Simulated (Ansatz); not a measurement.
# Ba on Mo(100): change of the work function

How does Ba on the hollow site change the work function of Mo(100) as the layer fills?

Program: Ansatz 0.2.0. Level of theory: plane-wave DFT, PBE, Ansatz PAW. Results are calculated unless marked as measured.

## Step 1: Starting point

The cell holds 4 atoms: 4 Mo. Cell: a = 3.150 Å, b = 3.150 Å, c = 22.725 Å, α = 90.0°, β = 90.0°, γ = 90.0°. Vacuum lies along c.

## Step 2: The clean slab

The bare slab comes first, as the zero from which every change is counted. The two lowest layers are held at bulk places and the upper ones relax. The dipole correction removes the false field that a one-sided slab makes across the periodic vacuum, so each face gets a flat vacuum level of its own.

File input.yaml:

```yaml
crystal:
  lattice:
    - [3.15, 0.0, 0.0]
    - [0.0, 3.15, 0.0]
    - [0.0, 0.0, 22.725]
  atoms:
    - { symbol: Mo, position: [0.5, 0.5, 0.396039604] }
    - { symbol: Mo, position: [0.0, 0.0, 0.4653465347] }
    - { symbol: Mo, position: [0.5, 0.5, 0.5346534653] }
    - { symbol: Mo, position: [0.0, 0.0, 0.603960396] }
kpoints:
  mp_grid: { grid: [12, 12, 1] }
hamiltonian:
  xc: pbe
scf:
  occupations: { method: fermi_dirac, width: 0.1 }
  convergence: { dr2_threshold: 1.0e-08 }
efield:
  axis: 3
  dipole_correction: true
  ramp_position: 0.97
  ramp_width: 0.06
relax:
  f_tol: 0.02
  max_steps: 60
  constraints: [{ sites: [0, 1] }]
output:
  write_potential: true
  write_density: true
  volumetric_format: npy
```

Run with:

```console
$ ansatz run input.yaml --threads 4 --pin off --max-ram 16384MiB --backend cpu --events-out ev --progress --plain --runs-dir out
```

Numbers of over 12 decimals in the logs are rounded to 6 here.

The log of the run:

```text
Engine: ansatz 0.2.0, aarch64-unknown-linux-gnu
Pseudopotentials: kind: paw
Pseudopotential: Mo, paw, valence charge 14, recommended cutoff 420 eV (normal), Mo.paw.azcp
Functional definition: PBE
  parameter kappa = 0.804
  parameter beta = 0.066725
  exchange = pbe_x(kappa = kappa, mu = beta*pi^2/3)
  correlation = pbe_c(beta = beta)
Crystal: 4 atoms, lattice volume = 225.489 Å³
Basis set: ecut = 420 eV, 4451 PW (Γ), exchange–correlation on 48×48×320 points (8 copies of the dense FFT grid, shifted against one another)
Bands: 34, of which v1, the nominal top of the filled ones, is band 28 counted from 1 (27 counted from 0)
Symmetry: 8 space group operations
k-points: 28 of 144
Non-local potential: Mo, projectors of the file, l = 0: 3, l = 1: 2, l = 2: 2, l = 3: 1
PAW form: soft (Blöchl's): semilocal exchange-correlation on the pseudo side does not see the compensation charge
PAW one-centre angular grid: Mo, 590 points (default); XC on 64 Gauss nodes
Initial density: superposition of atomic densities (neutral atoms: chi_scale 0, normalization atom), corrected by the library's trained network
Initial wavefunctions: pseudopotential atomic-orbital guess
Functional: x = pbe(κ = 0.804, μ = 0.219515), c = pbe(β = 0.066725)
SCF iter   1: F=—  HF=-19819.857183 eV  |F-HF|=—  |Δ(HF+E_count)|=         —  Δρ=6.46e-3  dr2=1.68e-1  ethr=1.77e-3  p=0.000 e·Å  D=5.31e-14 V/Å  ΔV_dip=-0.00 eV  dr2_dipole=4.23e-8  V_vac-E_F(+/−)=4.13/4.13 eV  ⟨swp⟩=7.9  Hψ=4534  notcnv=0
efield: sawtooth ramp at fractional position 0.9700 (set: `efield.ramp_position`, or a place that a band, a saddle search or an elastic batch's reference lends), width 0.0600; the density the first Hamiltonian is built on has a dipole p = 0.000 e·Å; the dipole correction subtracts the counter field D = 5.31e-14 V/Å, which shifts the + side's vacuum level by -0.00 eV against the − side's; the planar-averaged density in the ramp window peaks in size at 6.3e-6 e/Å³
preconditioner: auto → LDOS  [metal: Δε(μ)=0.004 eV  Ē_g=3.404 eV  σ=0.100 eV  W_gap=0.01  n_scr=42 (ndim 8)  ℏωp=12.1 eV  f_vac=0.620  D(μ)=5.04/eV (n_scr^D=18)  β→1.0]
SCF iter   2: F=—  HF=-19819.835507 eV  |F-HF|=—  |Δ(HF+E_count)|=   2.17e-2  Δρ=3.81e-3  dr2=6.65e-2  ethr=2.99e-4  p=-0.000 e·Å  D=-4.00e-6 V/Å  ΔV_dip=0.00 eV  dr2_dipole=5.03e-8  V_vac-E_F(+/−)=3.88/3.88 eV  ⟨swp⟩=2.1  Hψ=1706  notcnv=0
SCF iter   3: F=—  HF=-19819.832402 eV  |F-HF|=—  |Δ(HF+E_count)|=   3.10e-3  Δρ=9.68e-4  dr2=4.70e-3  ethr=1.19e-4  p=0.000 e·Å  D=4.44e-7 V/Å  ΔV_dip=-0.00 eV  dr2_dipole=8.26e-9  V_vac-E_F(+/−)=3.92/3.92 eV  ⟨swp⟩=2.0  Hψ=1362  notcnv=0
SCF iter   4: F=—  HF=-19819.832390 eV  |F-HF|=—  |Δ(HF+E_count)|=   1.28e-5  Δρ=2.83e-4  dr2=4.47e-4  ethr=8.39e-6  p=0.000 e·Å  D=1.14e-6 V/Å  ΔV_dip=-0.00 eV  dr2_dipole=1.89e-12  V_vac-E_F(+/−)=3.88/3.88 eV  ⟨swp⟩=2.2  Hψ=1282  notcnv=0
SCF iter   5: F=—  HF=-19819.832356 eV  |F-HF|=—  |Δ(HF+E_count)|=   3.39e-5  Δρ=7.75e-5  dr2=1.80e-5  ethr=7.98e-7  p=0.000 e·Å  D=1.07e-6 V/Å  ΔV_dip=-0.00 eV  dr2_dipole=2.30e-11  V_vac-E_F(+/−)=3.87/3.87 eV  ⟨swp⟩=2.6  Hψ=1580  notcnv=0
SCF iter   6: F=—  HF=-19819.832363 eV  |F-HF|=—  |Δ(HF+E_count)|=   7.48e-6  Δρ=2.58e-5  dr2=3.87e-6  ethr=3.22e-8  p=0.000 e·Å  D=6.49e-7 V/Å  ΔV_dip=-0.00 eV  dr2_dipole=3.10e-11  V_vac-E_F(+/−)=3.87/3.87 eV  ⟨swp⟩=2.8  Hψ=1817  notcnv=0
SCF iter   7: F=—  HF=-19819.832426 eV  |F-HF|=—  |Δ(HF+E_count)|=   6.27e-5  Δρ=7.78e-6  dr2=1.65e-7  ethr=6.91e-9  p=0.000 e·Å  D=3.86e-7 V/Å  ΔV_dip=-0.00 eV  dr2_dipole=2.72e-12  V_vac-E_F(+/−)=3.87/3.87 eV  ⟨swp⟩=2.1  Hψ=1328  notcnv=0
SCF iter   8: F=—  HF=-19819.832426 eV  |F-HF|=—  |Δ(HF+E_count)|=   2.54e-7  Δρ=2.79e-6  dr2=1.63e-8  ethr=2.94e-10  p=0.000 e·Å  D=2.09e-7 V/Å  ΔV_dip=-0.00 eV  dr2_dipole=4.63e-13  V_vac-E_F(+/−)=3.87/3.87 eV  ⟨swp⟩=2.8  Hψ=1941  notcnv=0
SCF iter   9: F=-19819.832426 eV  HF=-19819.832426 eV  |F-HF|=1.78e-9  |Δ(HF+E_count)|=   7.14e-8  Δρ=7.77e-7  dr2=2.00e-9  ethr=1.79e-11  p=0.000 e·Å  D=7.87e-8 V/Å  ΔV_dip=-0.00 eV  dr2_dipole=1.30e-14  V_vac-E_F(+/−)=3.87/3.87 eV  ⟨swp⟩=10.3  Hψ=6762  notcnv=0
SCF 1 converged in 9 iterations: F = -19819.832426 eV  dr2 = 2.00e-9
  greatest PAW one-centre occupation: 0.998 electrons in one spin orbital (limit 2), on the Mo atom at site 3 (counted from 0), in its partial waves of l = 0
relax step   1: F+E_penalty+E_count = -19819.83242618 eV  Δ(F+E_penalty+E_count) = +0.000e0 eV  max|allowed force component| = 1.563e0 eV/Å  Δτ_max = 0.0000 Å  (9 SCF iters, accepted)
Initial density: handed on by an earlier stage of this run
Initial wavefunctions: those handed on with the density
iter 1 solved again at ethr=1.37e-3 eV; its pass at ethr=3.10e-3 eV (dr2=7.67e-1 eV) is discarded
SCF iter   1: F=—  HF=-19819.972387 eV  |F-HF|=—  |Δ(HF+E_count)|=         —  Δρ=1.17e-2  dr2=8.97e-1  ethr=1.37e-3  p=0.000 e·Å  D=2.00e-6 V/Å  ΔV_dip=-0.00 eV  dr2_dipole=1.48e-1  V_vac-E_F(+/−)=3.95/3.95 eV  ⟨swp⟩=1.7  Hψ=3994  notcnv=0
efield: sawtooth ramp at fractional position 0.9700 (set: `efield.ramp_position`, or a place that a band, a saddle search or an elastic batch's reference lends), width 0.0600; the density the first Hamiltonian is built on has a dipole p = 0.000 e·Å; the dipole correction subtracts the counter field D = 2.00e-6 V/Å, which shifts the + side's vacuum level by -0.00 eV against the − side's; the planar-averaged density in the ramp window peaks in size at 3.6e-6 e/Å³
preconditioner: auto → LDOS  [metal: Δε(μ)=0.032 eV  Ē_g=3.589 eV  σ=0.100 eV  W_gap=0.08  n_scr=42 (ndim 8)  ℏωp=12.1 eV  f_vac=0.627  D(μ)=4.75/eV (n_scr^D=14)  β→1.0]
SCF iter   2: F=—  HF=-19819.959709 eV  |F-HF|=—  |Δ(HF+E_count)|=   1.27e-2  Δρ=6.99e-3  dr2=2.69e-1  ethr=1.37e-3  p=0.002 e·Å  D=1.33e-3 V/Å  ΔV_dip=-0.03 eV  dr2_dipole=5.55e-5  V_vac-E_F(+/−)=3.83/3.86 eV  ⟨swp⟩=2.6  Hψ=1633  notcnv=0
SCF iter   3: F=—  HF=-19819.938875 eV  |F-HF|=—  |Δ(HF+E_count)|=   2.08e-2  Δρ=3.48e-3  dr2=6.96e-2  ethr=4.81e-4  p=-0.001 e·Å  D=-5.15e-4 V/Å  ΔV_dip=0.01 eV  dr2_dipole=7.95e-4  V_vac-E_F(+/−)=3.89/3.88 eV  ⟨swp⟩=2.3  Hψ=1716  notcnv=0
SCF iter   4: F=—  HF=-19819.932358 eV  |F-HF|=—  |Δ(HF+E_count)|=   6.52e-3  Δρ=5.12e-4  dr2=1.23e-3  ethr=1.24e-4  p=-0.001 e·Å  D=-4.45e-4 V/Å  ΔV_dip=0.01 eV  dr2_dipole=5.08e-6  V_vac-E_F(+/−)=3.88/3.87 eV  ⟨swp⟩=2.0  Hψ=1281  notcnv=0
SCF iter   5: F=—  HF=-19819.932189 eV  |F-HF|=—  |Δ(HF+E_count)|=   1.69e-4  Δρ=2.46e-4  dr2=3.81e-4  ethr=2.19e-6  p=-0.000 e·Å  D=-3.42e-4 V/Å  ΔV_dip=0.01 eV  dr2_dipole=1.77e-5  V_vac-E_F(+/−)=3.88/3.87 eV  ⟨swp⟩=2.1  Hψ=1355  notcnv=0
[...]
SCF iter   4: F=—  HF=-19819.995783 eV  |F-HF|=—  |Δ(HF+E_count)|=   8.35e-4  Δρ=1.70e-4  dr2=7.94e-5  ethr=1.71e-5  p=0.002 e·Å  D=1.50e-3 V/Å  ΔV_dip=-0.03 eV  dr2_dipole=3.57e-8  V_vac-E_F(+/−)=3.83/3.87 eV  ⟨swp⟩=2.1  Hψ=1234  notcnv=0
SCF iter   5: F=—  HF=-19819.995790 eV  |F-HF|=—  |Δ(HF+E_count)|=   7.81e-6  Δρ=6.33e-5  dr2=2.25e-5  ethr=1.42e-7  p=0.002 e·Å  D=1.35e-3 V/Å  ΔV_dip=-0.03 eV  dr2_dipole=2.56e-6  V_vac-E_F(+/−)=3.83/3.86 eV  ⟨swp⟩=2.6  Hψ=1573  notcnv=0
SCF iter   6: F=—  HF=-19819.995792 eV  |F-HF|=—  |Δ(HF+E_count)|=   1.58e-6  Δρ=2.10e-5  dr2=1.94e-6  ethr=4.01e-8  p=0.002 e·Å  D=1.32e-3 V/Å  ΔV_dip=-0.03 eV  dr2_dipole=1.27e-7  V_vac-E_F(+/−)=3.83/3.86 eV  ⟨swp⟩=2.1  Hψ=1228  notcnv=0
SCF iter   7: F=—  HF=-19819.995852 eV  |F-HF|=—  |Δ(HF+E_count)|=   6.03e-5  Δρ=5.32e-6  dr2=1.22e-7  ethr=3.46e-9  p=0.002 e·Å  D=1.32e-3 V/Å  ΔV_dip=-0.03 eV  dr2_dipole=4.36e-9  V_vac-E_F(+/−)=3.83/3.86 eV  ⟨swp⟩=2.4  Hψ=1589  notcnv=0
SCF iter   8: F=—  HF=-19819.995852 eV  |F-HF|=—  |Δ(HF+E_count)|=   1.00e-7  Δρ=1.60e-6  dr2=1.75e-8  ethr=2.18e-10  p=0.002 e·Å  D=1.31e-3 V/Å  ΔV_dip=-0.03 eV  dr2_dipole=3.63e-9  V_vac-E_F(+/−)=3.83/3.86 eV  ⟨swp⟩=2.8  Hψ=1764  notcnv=0
SCF iter   9: F=-19819.995852 eV  HF=-19819.995852 eV  |F-HF|=9.71e-10  |Δ(HF+E_count)|=   8.04e-9  Δρ=5.20e-7  dr2=1.68e-9  ethr=1.79e-11  p=0.002 e·Å  D=1.32e-3 V/Å  ΔV_dip=-0.03 eV  dr2_dipole=8.97e-13  V_vac-E_F(+/−)=3.83/3.86 eV  ⟨swp⟩=9.5  Hψ=6427  notcnv=0
SCF 3 converged in 9 iterations: F = -19819.995852 eV  dr2 = 1.68e-9
relax step   3: F+E_penalty+E_count = -19819.99585247 eV  Δ(F+E_penalty+E_count) = -6.360e-2 eV  max|allowed force component| = 3.074e-2 eV/Å  Δτ_max = 0.0603 Å  (9 SCF iters, accepted)
SCF iter   1: F=—  HF=-19819.996165 eV  |F-HF|=—  |Δ(HF+E_count)|=         —  Δρ=8.57e-4  dr2=8.98e-3  ethr=9.06e-5  p=0.002 e·Å  D=1.32e-3 V/Å  ΔV_dip=-0.03 eV  dr2_dipole=1.81e-3  V_vac-E_F(+/−)=3.83/3.86 eV  ⟨swp⟩=1.9  Hψ=1536  notcnv=0
efield: sawtooth ramp at fractional position 0.9700 (set: `efield.ramp_position`, or a place that a band, a saddle search or an elastic batch's reference lends), width 0.0600; the density the first Hamiltonian is built on has a dipole p = 0.002 e·Å; the dipole correction subtracts the counter field D = 1.32e-3 V/Å, which shifts the + side's vacuum level by -0.03 eV against the − side's; the planar-averaged density in the ramp window peaks in size at 1.1e-6 e/Å³
preconditioner: auto → LDOS  [metal: Δε(μ)=0.033 eV  Ē_g=3.506 eV  σ=0.100 eV  W_gap=0.08  n_scr=42 (ndim 8)  ℏωp=12.1 eV  f_vac=0.625  D(μ)=4.83/eV (n_scr^D=14)  β→1.0]
SCF iter   2: F=—  HF=-19819.996021 eV  |F-HF|=—  |Δ(HF+E_count)|=   1.44e-4  Δρ=5.39e-4  dr2=2.47e-3  ethr=1.60e-5  p=0.001 e·Å  D=1.04e-3 V/Å  ΔV_dip=-0.02 eV  dr2_dipole=2.34e-5  V_vac-E_F(+/−)=3.84/3.86 eV  ⟨swp⟩=1.2  Hψ=1182  notcnv=0
SCF iter   3: F=—  HF=-19819.995899 eV  |F-HF|=—  |Δ(HF+E_count)|=   1.22e-4  Δρ=2.39e-4  dr2=4.91e-4  ethr=4.40e-6  p=0.002 e·Å  D=1.20e-3 V/Å  ΔV_dip=-0.03 eV  dr2_dipole=2.95e-5  V_vac-E_F(+/−)=3.83/3.86 eV  ⟨swp⟩=2.0  Hψ=1265  notcnv=0
SCF iter   4: F=—  HF=-19819.995857 eV  |F-HF|=—  |Δ(HF+E_count)|=   4.24e-5  Δρ=3.09e-5  dr2=3.13e-6  ethr=8.78e-7  p=0.002 e·Å  D=1.22e-3 V/Å  ΔV_dip=-0.03 eV  dr2_dipole=6.45e-9  V_vac-E_F(+/−)=3.83/3.86 eV  ⟨swp⟩=2.3  Hψ=1244  notcnv=0
SCF iter   5: F=—  HF=-19819.995925 eV  |F-HF|=—  |Δ(HF+E_count)|=   6.88e-5  Δρ=1.41e-5  dr2=1.17e-6  ethr=5.58e-9  p=0.002 e·Å  D=1.24e-3 V/Å  ΔV_dip=-0.03 eV  dr2_dipole=4.04e-8  V_vac-E_F(+/−)=3.83/3.86 eV  ⟨swp⟩=3.4  Hψ=1792  notcnv=0
SCF iter   6: F=—  HF=-19819.995926 eV  |F-HF|=—  |Δ(HF+E_count)|=   2.80e-7  Δρ=5.13e-6  dr2=1.86e-7  ethr=2.09e-9  p=0.002 e·Å  D=1.28e-3 V/Å  ΔV_dip=-0.03 eV  dr2_dipole=5.71e-10  V_vac-E_F(+/−)=3.83/3.86 eV  ⟨swp⟩=2.1  Hψ=1172  notcnv=0
SCF iter   7: F=—  HF=-19819.995926 eV  |F-HF|=—  |Δ(HF+E_count)|=   5.30e-8  Δρ=1.57e-6  dr2=1.27e-8  ethr=3.32e-10  p=0.002 e·Å  D=1.30e-3 V/Å  ΔV_dip=-0.03 eV  dr2_dipole=2.23e-9  V_vac-E_F(+/−)=3.83/3.86 eV  ⟨swp⟩=2.1  Hψ=1377  notcnv=0
SCF iter   8: F=-19819.995926 eV  HF=-19819.995926 eV  |F-HF|=1.34e-9  |Δ(HF+E_count)|=   1.53e-8  Δρ=7.40e-7  dr2=3.55e-9  ethr=1.79e-11  p=0.002 e·Å  D=1.31e-3 V/Å  ΔV_dip=-0.03 eV  dr2_dipole=4.23e-10  V_vac-E_F(+/−)=3.83/3.86 eV  ⟨swp⟩=9.5  Hψ=6468  notcnv=0
SCF 4 converged in 8 iterations: F = -19819.995926 eV  dr2 = 3.55e-9
relax step   4: F+E_penalty+E_count = -19819.99592565 eV  Δ(F+E_penalty+E_count) = -7.318e-5 eV  max|allowed force component| = 1.546e-2 eV/Å  Δτ_max = 0.0082 Å  (8 SCF iters, accepted)
NSCF: frozen V_eff on 28 k-points
the band table was solved once a step of the walk had ended and its energy, with any forces and stress, was formed, with the checks that follow a solve (4367 applications of the Hamiltonian). They found nothing against the state; the energy, forces and stress were not computed again (output.eigenvalues in the input reference)
WARN: The output density's exchange-correlation potential varies sharply where the density is thin. Do not read a vacuum level from v_tot or v_xc, or from such a field of the output density. On a cell that repeats whose density bears no net charge and no dipole along the vacuum's axis use v_es (v_loc + v_h of the components); under efield.dipole_correction with no amplitude use v_es + v_field, which holds any externa [...]
SCF converged after 8 iterations
Free energy (F): -19819.995926 eV
Harris-Foulkes:  -19819.995926 eV  (|F-HF|=1.34e-9)
Internal energy: -19819.831584 eV  (E = F + TS)
E sigma→0 (E₀):  -19819.913755 eV
Entropy (-TS):   -0.164342 eV (-41.086 meV/atom)
Fermi energy:    3.091665 eV
Dipole field:    D = 0.001336 V/Å  (p = 0.001665 e·Å, saw-weighted, corrected)
Work function:   Φ+ = 3.8304 eV   Φ− = 3.8607 eV
Levels:          The Fermi level and band energies are counted from a zero that moves with the ramp; work functions are not
--- Per-component energies (eV) ---
  E_band       = -1200.370314
  E_kinetic    = 1757.431237
  E_local      = -61048.384503  (includes V_loc(G=0)·N_el)
  E_nonlocal   = 576.034451
  E_hartree    = 29500.156884
  E_xc         = -728.348904
  E_vxc        = -908.366798  (∫ρ·V_xc dr)
  E_paw        = -12806.173053  (= ΣΔE_a)
  E_vpaw       = -577.392229  (= ΣTr[D̂ρ^β])
  E_aug_tail   = 0.000173  (compensation charges beyond the density's cutoff)
  E_efield     = 0.000001  (sawtooth field / dipole correction)
  E_vefield    = 0.001109  (∫n·V_field dr)
  E_ewald      = 22929.452132
  E_smearing   = -0.164342  (= −TS)
  E_closure    = -0.000000  (closes the sum)
  Σ components = -19819.995926   (vs F -19819.995926, Δ=0.00e0)
--- Forces (eV/Å), atoms counted from 1 ---
  atom   1  Mo     0.00000000     0.00000000     1.65152032
  atom   2  Mo    -0.00000000    -0.00000000    -1.62582730
  atom   3  Mo    -0.00000000     0.00000000    -0.01546452
  atom   4  Mo    -0.00000000    -0.00000000    -0.01025982
  max |Σ_I F_I| component: 3.13e-5 eV/Å
--- Band table (eV; the first three rows and the last of 28) ---
  k-point 0: bands = [... 24 lower, 2.2590, 2.3854, 2.7744, 2.7744, 2.9609, 3.1738, 3.5683, 4.0581, ... 2 higher]
  k-point 1: bands = [... 24 lower, 2.1366, 2.5640, 2.6745, 2.8675, 3.0661, 3.2840, 3.3118, 4.2016, ... 2 higher]
  k-point 2: bands = [... 24 lower, 1.7856, 2.4339, 2.6427, 2.8755, 3.0846, 3.3152, 3.7837, 4.2707, ... 2 higher]
  k-point 27: bands = [... 24 lower, 2.0985, 2.0985, 4.6522, 4.7294, 4.7294, 4.7682, 5.2975, 5.5297, ... 2 higher]
--- Relaxed structure (4 steps of the walk, 4 accepted, 0 SCFs on fresh bases) ---
  F+E_penalty+E_count = -19819.99592565 eV   max|allowed force component| = 1.546e-2 eV/Å
  atoms:
    - { symbol: Mo, position: [0.500000, 0.500000, 0.396039604] }
    - { symbol: Mo, position: [0.0, 0.0, 0.4653465347] }
    - { symbol: Mo, position: [0.500000, 0.500000, 0.537601] }
    - { symbol: Mo, position: [-7.781659398498363e-18, 0, 0.598409] }
```

Elapsed: 21 s, on 4 threads of Arm Neoverse V1, shared host; peak memory 0.56 GiB.

Relaxation path:

```csv
step,energy less that of the first step (eV),largest force component (eV/Å)
1,0.0000,1.5631
2,-0.0998,1.2124
3,-0.1634,0.0307
4,-0.1635,0.0155
```

Forces are held to the 8 operations that the run works with; a distortion that breaks them can't arise in this run.

The atoms that moved most (Å):

```csv
atom,dx,dy,dz,length
Mo4,0.000,0.000,-0.126,0.126
Mo3,0.000,0.000,0.067,0.067
```

Final coordinates:

```cif
data_structure
_symmetry_space_group_name_H-M 'P 1'
_symmetry_Int_Tables_number 1
_cell_length_a 3.1500
_cell_length_b 3.1500
_cell_length_c 22.7250
_cell_angle_alpha 90.000
_cell_angle_beta 90.000
_cell_angle_gamma 90.000
_cell_volume 225.49
loop_
_atom_site_label
_atom_site_type_symbol
_atom_site_fract_x
_atom_site_fract_y
_atom_site_fract_z
_atom_site_occupancy
Mo1 Mo 0.50000 0.50000 0.39604 1
Mo2 Mo 0.00000 0.00000 0.46535 1
Mo3 Mo 0.50000 0.50000 0.53760 1
Mo4 Mo 0.00000 0.00000 0.59841 1
```

This step gave:

```yaml
energy_at_zero_smearing: -19819.9138 eV
work_function_upper_face: 3.830 eV
work_function_lower_face: 3.861 eV
dipole_along_the_normal: 0.001665 e·Å
step_between_the_vacuum_levels: -0.03036 eV
```

Running mean over 1.575 Å of the planar mean; the ramp of the sawtooth is left out. Electron's electrostatic potential energy less the Fermi level against z:

```csv
z (Å),electron's electrostatic potential energy less the Fermi level (eV)
3.0,3.86
3.5,3.86
4.0,3.86
4.5,3.86
5.0,3.85
5.5,3.83
6.0,3.78
6.5,3.62
7.0,3.14
7.5,1.63
8.0,-2.54
8.5,-8.12
9.0,-11.4
9.5,-12.1
10.0,-12.3
10.5,-12.3
11.0,-12.1
11.5,-12.0
12.0,-12.7
12.5,-14.0
13.0,-14.4
13.5,-12.9
14.0,-9.24
14.5,-3.63
15.0,1.07
15.5,2.98
16.0,3.54
16.5,3.73
17.0,3.80
17.5,3.82
18.0,3.83
18.5,3.83
19.0,3.83
19.5,3.83
```

The relaxation took 4 steps and lowered the energy by 0.16 eV; the largest force on the free atoms ends at 0.015 eV/Å.

The work function of the upper face is 3.83 eV.

[end of part 1 of 4]

[Logs are printed without paths, hosts, clocks, repeated set-up lines and the standing remarks that a program may print on its own settings, such as how far it seeks lower states.]

[Hosts, paths, dates, database ids (printed as entryN), source tags and the programs' standing remarks are cut or masked in the printed files.]

[Maps of the electrostatic potential energy from Ansatz leave out the sawtooth potential of an applied field or a dipole correction, so their vacuum need not be flat; planar profiles and work functions include it.]
